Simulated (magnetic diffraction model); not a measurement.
## HfCoSn2Pd: what an assumed order does to the neutron pattern

Space group I-4m2 (no. 119), a = 4.1990 Å, c = 10.4670 Å.

```
site  atom    x    y       z
  2a    Hf    0    0       0
  4e    Sn    0    0  0.3783
  2c    Pd    0  1/2     1/4
  2d    Co  1/2    0     1/4
```

This is a made-up structure (elements placed in a structure type, unrelaxed), so the numbers test the method and describe no known phase.

Only Co is taken to order (form factors of Co2+); orders and moment sizes are assumed, and not adapted to the symmetry. Radiation: neutrons of λ = 2.36 Å, 3° to 80°; isotropic B of 0.28 Å² (Hf), 0.39 Å² (Sn), 0.35 Å² (Pd) and 0.38 Å² (Co). The intensities are simulated: I ∝ L Σ (|F_N|² + |F_M⊥|²) for unpolarised neutrons, with F_M = 2.695 fm/μB × Σ f(s) S exp(2πi Q·r) exp(−B s²) at Q = H ± k (one set where k and −k are equivalent), only the part normal to Q counting and L = 1/(sin²θ cos θ). For a modulated order the moment at position r is S exp(−2πi k·r) + c.c., with S = m/2 for a sine wave of amplitude m and S = m(u + iv)/2 for moments turning in a plane, u and v being orthogonal unit vectors in it; the phase factor of the sum at Q = H + k is then exp(2πi H·r). Form factors are spin-only for 3d ions and dipole or tabulated for f ions, scattering lengths are Sears's of 1992, and absorption is left out. A label names one of the reflections at its angle. The strongest nuclear line in the range is 100, and lines under 0.2 are left out.

Assume the order k = (0 0 1/3), moments turning in the plane of [001] and [010], 0.74 μB on Co.

Predict the pattern, nuclear and magnetic parts apart.

| 2θ (°) | index | nuclear | magnetic |
| --- | --- | --- | --- |
| 4.31 | (0 0 1/3) | 0.0 | 11.7 |
| 21.66 | (0 0 5/3) | 0.0 | 0.4 |
| 33.82 | (1 0 2/3) | 0.0 | 0.9 |
| 35.25 | (1 0 1) | 10.1 | 0.0 |
| 37.17 | (1 0 4/3) | 0.0 | 0.7 |
| 46.83 | (1 1 0) | 31.2 | 0.0 |
| 47.06 | (1 1 1/3) | 0.0 | 0.4 |
| 48.60 | (1 0 8/3) | 0.0 | 0.3 |
| 52.16 | (1 1 5/3) | 0.0 | 0.3 |
| 52.17 | (1 0 3) | 99.7 | 0.0 |
| 53.61 | (0 0 4) | 1.2 | 0.0 |
| 54.38 | (1 1 2) | 96.8 | 0.0 |
| 56.93 | (1 1 7/3) | 0.0 | 0.2 |
| 68.39 | (2 0 0) | 100.0 | 0.0 |
| 73.89 | (1 1 4) | 37.5 | 0.0 |
| 78.08 | (1 0 5) | 64.6 | 0.0 |
| 79.35 | (2 1 1) | 5.3 | 0.0 |

The strongest magnetic line in the range is (0 0 1/3) at 4.31° (11.7). On top of the Lorentz factor, which all lines share, magnetic lines fade with angle because f falls: for Co2+ it is 0.91, 0.71, 0.49 and 0.18 at sin θ/λ = 0.1, 0.2, 0.3 and 0.5 Å⁻¹, while nuclear lengths stay constant. The order has no net moment.

[Logs are printed without paths, hosts, clocks, repeated set-up lines and the standing remarks that a program may print on its own settings, such as how far it seeks lower states.]
